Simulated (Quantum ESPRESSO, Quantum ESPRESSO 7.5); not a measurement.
**Cu(100), 5 layers: vacuum convergence**

Which setting serves for Cu(100), 5 layers? The runs below step through one kind of setting.

Calculated with Quantum ESPRESSO 7.5; plane-wave DFT, PBE, PseudoDojo norm-conserving pseudopotentials.

In doubt: a PseudoDojo file used here is known to give poor structures and forces, which bears on pressures, cells, forces and phonons.

### Step 1. The structure

The cell holds 5 atoms: 5 Cu. Cell: a = 2.553 Å, b = 2.553 Å, c = 31.220 Å, α = 90.0°, β = 90.0°, γ = 90.0°. It derives from Cu. Vacuum lies along c.

### Step 2. SCF with pw.x: 24 Å of vacuum

The first run is the reference of the series.

c0.in

```
&control
  prefix = 'c0'
  outdir = './out'
  pseudo_dir = './pseudo'
  calculation = 'scf'
  tprnfor = .true.
/
&system
  ibrav = 0
  nat = 5
  ntyp = 1
  ecutwfc = 84
  ecutrho = 336
  occupations = 'smearing'
  smearing = 'mv'
  degauss = 0.02
/
&electrons
  conv_thr = 1e-07
  mixing_beta = 0.4
  electron_maxstep = 120
  mixing_mode = 'local-TF'
/
ATOMIC_SPECIES
  Cu  63.5460  Cu.dojo-sr-pbe-0.4.1-standard.upf
CELL_PARAMETERS angstrom
  2.55265548008344 0.00000000000000 0.00000000000000
  0.00000000000000 2.55265548008344 0.00000000000000
  0.00000000000000 0.00000000000000 31.22000000000000
ATOMIC_POSITIONS crystal
  Cu  0.000000000000 0.000000000000 0.384368994234
  Cu  0.500000000000 0.500000000000 0.442184497117
  Cu  0.000000000000 0.000000000000 0.500000000000
  Cu  0.500000000000 0.500000000000 0.557815502883
  Cu  0.000000000000 0.000000000000 0.615631005766
K_POINTS automatic
  10 10 1 0 0 0
```

Run with:

```console
> OMP_NUM_THREADS=1 mpirun -n 4 pw.x -nk 4 -in c0.in > c0.out
```

The log of the run:

```text
Program PWSCF v.7.5 starts
[citation notice left out]

     Parallel version (MPI & OpenMP), running on       4 processor cores
     Number of MPI processes:                 4
     Threads/MPI process:                     1

     MPI processes distributed on     1 nodes
[...]
Current dimensions of program PWSCF are:
     Max number of different atomic species (ntypx) = 10
     Max number of k-points (npk) =  40000
     Max angular momentum in pseudopotentials (lmaxx) =  4
     Message from routine setup:
     using ibrav=0 with symmetry is DISCOURAGED, use correct ibrav instead

     K-points division:     npool     =       4
     Subspace diagonalization in iterative solution of the eigenvalue problem:
     a serial algorithm will be used

     G-vector sticks info
     --------------------
     sticks:   dense  smooth     PW     G-vecs:    dense   smooth      PW
     Sum         621     621    185               142629   142629   23805

     Using Slab Decomposition

     bravais-lattice index     =            0
     lattice parameter (alat)  =       4.8238  a.u.
     unit-cell volume          =    1372.8210 (a.u.)^3
     number of atoms/cell      =            5
     number of atomic types    =            1
     number of electrons       =        95.00
     number of Kohn-Sham states=           58
     kinetic-energy cutoff     =      84.0000  Ry
     charge density cutoff     =     336.0000  Ry
     scf convergence threshold =      1.0E-07
     mixing beta               =       0.4000
     number of iterations used =            8  local-TF  mixing
     Exchange-correlation= PBE
                           (   1   4   3   4   0   0   0)

     celldm(1)=   4.823820  celldm(2)=   0.000000  celldm(3)=   0.000000
     celldm(4)=   0.000000  celldm(5)=   0.000000  celldm(6)=   0.000000

     crystal axes: (cart. coord. in units of alat)
               a(1) = (   1.000000   0.000000   0.000000 )
               a(2) = (   0.000000   1.000000   0.000000 )
               a(3) = (   0.000000   0.000000  12.230401 )

     reciprocal axes: (cart. coord. in units 2 pi/alat)
               b(1) = (  1.000000  0.000000  0.000000 )
               b(2) = (  0.000000  1.000000  0.000000 )
               b(3) = (  0.000000  0.000000  0.081763 )

     PseudoPot. # 1 for Cu read from file:
     ./pseudo/Cu.dojo-sr-pbe-0.4.1-standard.upf
     Pseudo is Norm-conserving + core correction, Zval = 19.0
     Generated using ONCVPSP code by D. R. Hamann
     Using radial grid of 1492 points,  6 beta functions with:
                l(1) =   0
                l(2) =   0
                l(3) =   1
                l(4) =   1
                l(5) =   2
                l(6) =   2

     atomic species   valence    mass     pseudopotential
     Cu               19.00    63.54600     Cu( 1.00)

     16 Sym. Ops., with inversion, found

   Cartesian axes

     site n.     atom                  positions (alat units)
         1        Cu     tau(   1) = (   0.0000000   0.0000000   4.7009869  )
         2        Cu     tau(   2) = (   0.5000000   0.5000000   5.4080937  )
         3        Cu     tau(   3) = (   0.0000000   0.0000000   6.1152005  )
         4        Cu     tau(   4) = (   0.5000000   0.5000000   6.8223073  )
         5        Cu     tau(   5) = (   0.0000000   0.0000000   7.5294140  )

     number of k points=    21  Marzari-Vanderbilt smearing, width (Ry)=  0.0200
                       cart. coord. in units 2pi/alat
        k(    1) = (   0.0000000   0.0000000   0.0000000), wk =   0.0200000
        k(    2) = (   0.0000000   0.1000000   0.0000000), wk =   0.0800000
        k(    3) = (   0.0000000   0.2000000   0.0000000), wk =   0.0800000
        k(    4) = (   0.0000000   0.3000000   0.0000000), wk =   0.0800000
        k(    5) = (   0.0000000   0.4000000   0.0000000), wk =   0.0800000
        k(    6) = (   0.0000000  -0.5000000   0.0000000), wk =   0.0400000
        k(    7) = (   0.1000000   0.1000000   0.0000000), wk =   0.0800000
        k(    8) = (   0.1000000   0.2000000   0.0000000), wk =   0.1600000
        k(    9) = (   0.1000000   0.3000000   0.0000000), wk =   0.1600000
        k(   10) = (   0.1000000   0.4000000   0.0000000), wk =   0.1600000
[...]
k(   21) = (  -0.5000000  -0.5000000   0.0000000), wk =   0.0200000

     Dense  grid:   142629 G-vectors     FFT dimensions: (  30,  30, 360)

     Estimated max dynamical RAM per process >     281.98 MB

     Estimated total dynamical RAM >    1023.47 MB

     Initial potential from superposition of free atoms

     starting charge      94.9984, renormalised to      95.0000

     negative rho (up, down):  1.451E-05 0.000E+00
     Starting wfcs are   50 randomized atomic wfcs +    8 random wfcs

     total cpu time spent up to now is        3.6 secs

     per-process dynamical memory:   198.3 Mb

     Self-consistent Calculation

     iteration #  1     ecut=    84.00 Ry     beta= 0.40
     Davidson diagonalization with overlap
     ethr =  1.00E-02,  avg # of iterations =  8.1

     negative rho (up, down):  5.864E-04 0.000E+00

     total cpu time spent up to now is       18.0 secs

     total energy              =   -1895.93750310 Ry
     estimated scf accuracy    <       1.14128936 Ry

     iteration #  2     ecut=    84.00 Ry     beta= 0.40
[...]
negative rho (up, down):  5.291E-06 0.000E+00

[...]
total energy              =   -1895.97360356 Ry
     estimated scf accuracy    <       0.16442694 Ry

     iteration #  3     ecut=    84.00 Ry     beta= 0.40
[...]
total energy              =   -1895.99259309 Ry
     estimated scf accuracy    <       0.02980653 Ry

     iteration #  4     ecut=    84.00 Ry     beta= 0.40
[...]
total energy              =   -1895.99268874 Ry
     estimated scf accuracy    <       0.00512147 Ry

     iteration #  5     ecut=    84.00 Ry     beta= 0.40
[...]
total energy              =   -1895.99293805 Ry
     estimated scf accuracy    <       0.00052989 Ry

     iteration #  6     ecut=    84.00 Ry     beta= 0.40
[...]
total energy              =   -1895.99288364 Ry
     estimated scf accuracy    <       0.00040945 Ry

     iteration #  7     ecut=    84.00 Ry     beta= 0.40
[...]
total energy              =   -1895.99285562 Ry
     estimated scf accuracy    <       0.00018072 Ry

     iteration #  8     ecut=    84.00 Ry     beta= 0.40
[...]
total energy              =   -1895.99285961 Ry
     estimated scf accuracy    <       0.00018268 Ry

     iteration #  9     ecut=    84.00 Ry     beta= 0.40
[...]
negative rho (up, down):  3.346E-04 0.000E+00

[...]
total energy              =   -1895.99284198 Ry
     estimated scf accuracy    <       0.00010393 Ry

     iteration # 10     ecut=    84.00 Ry     beta= 0.40
[...]
negative rho (up, down):  1.435E-03 0.000E+00

[...]
total energy              =   -1895.99287084 Ry
     estimated scf accuracy    <       0.00005545 Ry

     iteration # 11     ecut=    84.00 Ry     beta= 0.40
[...]
negative rho (up, down):  1.235E-03 0.000E+00

[...]
total energy              =   -1895.99287081 Ry
     estimated scf accuracy    <       0.00002256 Ry

     iteration # 12     ecut=    84.00 Ry     beta= 0.40
[...]
negative rho (up, down):  6.861E-04 0.000E+00

[...]
total energy              =   -1895.99286967 Ry
     estimated scf accuracy    <       0.00000574 Ry

     iteration # 13     ecut=    84.00 Ry     beta= 0.40
[...]
negative rho (up, down):  1.987E-04 0.000E+00

[...]
total energy              =   -1895.99286936 Ry
     estimated scf accuracy    <       0.00000106 Ry

     iteration # 14     ecut=    84.00 Ry     beta= 0.40
[...]
negative rho (up, down):  1.224E-04 0.000E+00

[...]
total energy              =   -1895.99286939 Ry
     estimated scf accuracy    <       0.00000015 Ry

     iteration # 15     ecut=    84.00 Ry     beta= 0.40
[...]
End of self-consistent calculation

          k = 0.0000 0.0000 0.0000 ( 17609 PWs)   bands (ev):

  -110.7517-110.7492-110.7314-110.3003-110.3003 -68.1847 -68.1519 -68.1313
   -68.1313 -68.1235 -68.1235 -68.1107 -68.0950 -68.0950 -67.6929 -67.6929
   -67.6929 -67.6929 -67.6701 -67.6700  -7.1973  -6.0263  -4.3637  -3.0542
    -2.9132  -2.4292  -2.0858  -1.6194  -1.2541  -1.1186  -0.9989  -0.9989
    -0.6454  -0.6454  -0.5900  -0.4271  -0.2643  -0.2099  -0.1534  -0.1534
    -0.0515  -0.0219   0.1713   0.2873   0.2873   0.4455   0.4560   0.4591
     0.4591   1.7262   2.9914   6.0660   6.2397   6.4392   7.0431   7.5663
     8.5604   9.1831

          k = 0.0000 0.1000 0.0000 ( 17700 PWs)   bands (ev):

  -110.7511-110.7488-110.7311-110.2999-110.2999 -68.1832 -68.1539 -68.1353
   -68.1312 -68.1303 -68.1231 -68.1093 -68.0998 -68.0952 -67.6985 -67.6985
   -67.6926 -67.6925 -67.6697 -67.6696  -6.9577  -5.7992  -4.1635  -2.8925
    -2.7876  -2.3664  -2.0351  -1.5895  -1.2550  -1.0641  -1.0021  -0.9725
    -0.8472  -0.6728  -0.6332  -0.3814  -0.3218  -0.2986  -0.2613  -0.2305
     0.0389   0.0400   0.0840   0.1341   0.3574   0.3661   0.3984   0.4863
     0.5252   2.1492   3.4915   6.2942   6.4780   6.6648   7.2799   7.7869
     8.7934   9.3870

          k = 0.0000 0.2000 0.0000 ( 17730 PWs)   bands (ev):

  -110.7493-110.7476-110.7305-110.2987-110.2987 -68.1801 -68.1612 -68.1457
   -68.1451 -68.1275 -68.1219 -68.1102 -68.1098 -68.0957 -67.7127 -67.7126
   -67.6915 -67.6915 -67.6685 -67.6685  -6.2593  -5.1532  -3.6443  -2.5325
    -2.4731  -2.1907  -1.8548  -1.4664  -1.3034  -0.9941  -0.9903  -0.9380
    -0.9306  -0.9135  -0.7572  -0.4935  -0.4705  -0.3971  -0.3334  -0.1911
    -0.1270  -0.1005   0.0468   0.0995   0.2645   0.2959   0.4255   0.4486
     1.1611   3.0563   4.6334   6.9757   7.1915   7.3383   7.9903   8.4430
     9.4924   9.6758

          k = 0.0000 0.3000 0.0000 ( 17830 PWs)   bands (ev):

  -110.7470-110.7461-110.7298-110.2972-110.2972 -68.1831 -68.1731 -68.1596
   -68.1537 -68.1237 -68.1204 -68.1181 -68.1137 -68.0967 -67.7302 -67.7302
   -67.6902 -67.6902 -67.6671 -67.6671  -5.1793  -4.2346  -3.1234  -2.3478
    -2.1597  -1.9320  -1.5001  -1.3645  -1.1401  -1.1216  -1.0468  -0.9093
    -0.8755  -0.8349  -0.8294  -0.6033  -0.5857  -0.5636  -0.5298  -0.1830
    -0.0551   0.0227   0.0655   0.1842   0.3230   0.3597   0.3744   0.4260
     1.9552   4.1507   6.0400   6.5617   7.8057   8.1215   8.3753   8.4758
     9.1681   9.3721

          k = 0.0000 0.4000 0.0000 ( 17880 PWs)   bands (ev):

  -110.7452-110.7449-110.7293-110.2960-110.2960 -68.1932 -68.1826 -68.1745
   -68.1499 -68.1211 -68.1203 -68.1193 -68.1193 -68.0978 -67.7443 -67.7443
   -67.6892 -67.6892 -67.6660 -67.6660  -3.9272  -3.4233  -2.9209  -2.3906
    -2.1099  -1.6263  -1.3489  -1.2902  -1.1265  -1.0369  -0.9953  -0.9755
    -0.9387  -0.8403  -0.8263  -0.6932  -0.6010  -0.2796  -0.2310  -0.0897
     0.0349   0.2182   0.2193   0.3736   0.3799   0.4488   0.5737   0.8447
     2.6451   3.5062   5.3065   5.6610   7.0488   7.7885   8.8480   9.6994
    10.0447  10.0521

          k = 0.0000-0.5000 0.0000 ( 17902 PWs)   bands (ev):

  -110.7444-110.7444-110.7291-110.2956-110.2956 -68.1981 -68.1851 -68.1819
   -68.1463 -68.1227 -68.1218 -68.1189 -68.1188 -68.0984 -67.7498 -67.7497
   -67.6888 -67.6888 -67.6656 -67.6656  -3.1344  -3.1310  -2.9346  -2.4398
    -2.2805  -1.3729  -1.3621  -1.3101  -1.1970  -1.0499  -1.0390  -1.0139
    -0.9038  -0.8190  -0.7546  -0.6623  -0.5988  -0.3233  -0.0781  -0.0530
     0.1309   0.2950   0.3093   0.3245   0.3877   1.2767   1.4756   1.6508
     1.8194   1.8250   4.9696   5.3348   6.7854   7.6646   9.0192  10.0705
    10.5213  11.7768

[...]
the Fermi energy is     1.9335 ev

!    total energy              =   -1895.99286934 Ry
     estimated scf accuracy    <       0.00000004 Ry
     smearing contrib. (-TS)   =      -0.00051532 Ry
     internal energy E=F+TS    =   -1895.99235403 Ry

     The total energy is F=E-TS. E is the sum of the following terms:
     one-electron contribution =  -25533.11006287 Ry
     hartree contribution      =   12769.60696253 Ry
     xc contribution           =    -233.15604968 Ry
     ewald contribution        =   11100.66679599 Ry

     convergence has been achieved in  15 iterations

     Forces acting on atoms (cartesian axes, Ry/au):

     atom    1 type  1   force =     0.00000000    0.00000000    0.00301985
     atom    2 type  1   force =     0.00000000    0.00000000   -0.01020515
     atom    3 type  1   force =     0.00000000    0.00000000    0.00000000
     atom    4 type  1   force =     0.00000000    0.00000000    0.01020515
     atom    5 type  1   force =     0.00000000    0.00000000   -0.00301985

     Total force =     0.015051     Total SCF correction =     0.000461

[...]
=------------------------------------------------------------------------------=
   JOB DONE.
=------------------------------------------------------------------------------=
```

The job ended after 2.8 min (4 MPI ranks of Arm Neoverse V1, shared host; peak memory 1.2 GiB; 11 min of CPU time).

Numbers from this step:

| Quantity | Value |
| --- | --- |
| free energy | -25796.2971 eV |
| Fermi energy | 1.933 eV |

The program's own clock; routines nest. Time by routine:

```
     routine  wall time (s)  calls
       PWSCF          170.4      1
   electrons          165.5      1
     c_bands            133     15
     cegterg          127.2     90
       h_psi          93.38    511
        fftw          86.17  29076
    vloc_psi           76.3    511
    sum_band          18.65     15
     mix_rho          12.37     15
      calbec           9.34    535
  add_vuspsi           8.45    511
h_psi:calbec           8.41    511
        ffts           7.51   1635
    init_run            3.6      1
```

The run needed 15 iterations to bring the estimated error under 1e-07 Ry; the largest force on any atom, held or free, is 0.26 eV/Å.

### Step 3. Potential by pp.x

The vacuum level is read from the electrostatic potential (plot_num = 11), averaged over planes.

c0.pot.in

```
&inputpp
  prefix = 'c0'
  outdir = './out'
  filplot = 'c0.pot.dat'
  plot_num = 11
/
```

Run with:

```console
> OMP_NUM_THREADS=1 mpirun -n 4 pp.x -in c0.pot.in > c0.pot.out
```

The log of the run:

```text
[banner, memory and clock lines left out]
Program POST-PROC v.7.5 starts

          URL

     ./out/c0.save/

     IMPORTANT: XC functional enforced from input :
     Exchange-correlation= PBE
                           (   1   4   3   4   0   0   0)
     Any further DFT definition will be discarded
     Please, verify this is what you really want

     Calling punch_plot, plot_num =  11
     Writing data to file  c0.pot.dat
     Message from routine chdens:
     namelist plot not found or invalid, exiting
```

Wall time 0.81 s (4 MPI ranks); peak memory 0.1 GiB.

This step gave:

* potential in the middle of the vacuum, over the Fermi level: 4.467 eV

The potential energy, planar mean oscillates, so the rows of the table below give means over windows of 1.82 Å about each position, cut where the curve ends. Its maxima inside the range that stand out by 2 % of the span (Å: eV): 12.9: -1.68, 14.7: -1.78, 16.5: -1.78, 18.3: -1.68. Its minima: 12.0: -21.5, 13.8: -21.9, 15.6: -21.8, 17.4: -21.9, 19.3: -21.5.

Electrostatic potential energy of an electron; zero at the Fermi level. Potential energy, planar mean against z; means over each step:

```
z (Å)  potential energy, planar mean (eV)
 0.91                                4.47
 2.73                                4.47
 4.55                                4.47
 6.37                                4.47
 8.19                                4.46
10.01                                3.98
11.83                               -9.22
13.65                               -10.1
15.47                               -10.0
17.29                               -10.1
19.11                               -9.69
20.93                                3.46
22.75                                4.46
24.57                                4.47
26.39                                4.47
28.21                                4.47
30.03                                4.47
```

Inside the slab this potential holds the local part of the pseudopotentials, which can be repulsive at the nuclei; only its value in the vacuum has a meaning of its own.

### Step 4. Self-consistent run: 18 Å of vacuum

c2.in

```
&control
  prefix = 'c2'
  outdir = './out'
  pseudo_dir = './pseudo'
  calculation = 'scf'
  tprnfor = .true.
/
&system
  ibrav = 0
  nat = 5
  ntyp = 1
  ecutwfc = 84
  ecutrho = 336
  occupations = 'smearing'
  smearing = 'mv'
  degauss = 0.02
/
&electrons
  conv_thr = 1e-07
  mixing_beta = 0.4
  electron_maxstep = 120
  mixing_mode = 'local-TF'
/
ATOMIC_SPECIES
  Cu  63.5460  Cu.dojo-sr-pbe-0.4.1-standard.upf
CELL_PARAMETERS angstrom
  2.55265548008344 0.00000000000000 0.00000000000000
  0.00000000000000 2.55265548008344 0.00000000000000
  0.00000000000000 0.00000000000000 25.22000000000000
ATOMIC_POSITIONS crystal
  Cu  0.000000000000 0.000000000000 0.356859635210
  Cu  0.500000000000 0.500000000000 0.428429817605
  Cu  0.000000000000 0.000000000000 0.500000000000
  Cu  0.500000000000 0.500000000000 0.571570182395
  Cu  0.000000000000 0.000000000000 0.643140364790
K_POINTS automatic
  10 10 1 0 0 0
```

Run with:

```console
> OMP_NUM_THREADS=1 mpirun -n 4 pw.x -nk 4 -in c2.in > c2.out
```

The log of the run:

```text
[banner, memory and clock lines left out]
Program PWSCF v.7.5 starts
[...]
Message from routine setup:
[...]
number of electrons       =        95.00
     number of Kohn-Sham states=           58
     kinetic-energy cutoff     =      84.0000  Ry
     charge density cutoff     =     336.0000  Ry
[...]
number of k points=    21  Marzari-Vanderbilt smearing, width (Ry)=  0.0200
[...]
Dense  grid:   115163 G-vectors     FFT dimensions: (  30,  30, 288)
[...]
negative rho (up, down):  1.007E-05 0.000E+00
     Starting wfcs are   50 randomized atomic wfcs +    8 random wfcs
[...]
negative rho (up, down):  1.346E-03 0.000E+00
[...]
estimated scf accuracy    <       1.14157464 Ry
[...]
negative rho (up, down):  7.122E-05 0.000E+00
[...]
estimated scf accuracy    <       0.16721891 Ry
[...]
negative rho (up, down):  2.141E-08 0.000E+00
[...]
estimated scf accuracy    <       0.03530904 Ry
[...]
estimated scf accuracy    <       0.00540128 Ry
[...]
estimated scf accuracy    <       0.00064309 Ry
[...]
estimated scf accuracy    <       0.00045577 Ry
[...]
estimated scf accuracy    <       0.00018938 Ry
[...]
estimated scf accuracy    <       0.00017593 Ry
[...]
negative rho (up, down):  1.307E-04 0.000E+00
[...]
estimated scf accuracy    <       0.00005398 Ry
[...]
negative rho (up, down):  4.045E-04 0.000E+00
[...]
estimated scf accuracy    <       0.00002140 Ry
[...]
negative rho (up, down):  2.087E-04 0.000E+00
[...]
estimated scf accuracy    <       0.00000827 Ry
[...]
negative rho (up, down):  2.238E-05 0.000E+00
[...]
estimated scf accuracy    <       0.00000060 Ry
[...]
negative rho (up, down):  1.022E-05 0.000E+00
[...]
estimated scf accuracy    <       0.00000012 Ry
[...]
the Fermi energy is     3.4569 ev
!    total energy              =   -1895.99286063 Ry
     estimated scf accuracy    <          5.3E-09 Ry
     smearing contrib. (-TS)   =      -0.00051565 Ry
     internal energy E=F+TS    =   -1895.99234498 Ry
[...]
one-electron contribution =  -17248.10017045 Ry
     hartree contribution      =    8632.41523274 Ry
     xc contribution           =    -233.15583939 Ry
     ewald contribution        =    6952.84843212 Ry
     convergence has been achieved in  14 iterations
[...]
Total force =     0.015073     Total SCF correction =     0.000289
[...]
```

Wall time 2.1 min (4 MPI ranks); peak memory 1 GiB; 8.2 min of CPU time.

Numbers from this step:

* free energy: -25796.2970 eV
* Fermi energy: 3.457 eV

The program's own clock; routines nest. Time by routine:

```
     routine  wall time (s)  calls
       PWSCF          122.7      1
   electrons          118.8      1
     c_bands          96.19     14
     cegterg          91.15     84
       h_psi          66.18    413
        fftw          60.08  27138
    vloc_psi          53.52    413
    sum_band          12.71     14
     mix_rho           8.75     14
      calbec           6.99    437
  add_vuspsi           6.25    413
h_psi:calbec           6.24    413
        ffts           5.27   1499
    init_run           2.83      1
```

[end of part 1 of 2]

[Logs are printed without paths, hosts, clocks, repeated set-up lines and the standing remarks that a program may print on its own settings, such as how far it seeks lower states.]

[Hosts, paths, dates, database ids (printed as entryN), source tags and the programs' standing remarks are cut or masked in the printed files.]

[Maps of the electrostatic potential energy from Ansatz leave out the sawtooth potential of an applied field or a dipole correction, so their vacuum need not be flat; planar profiles and work functions include it.]
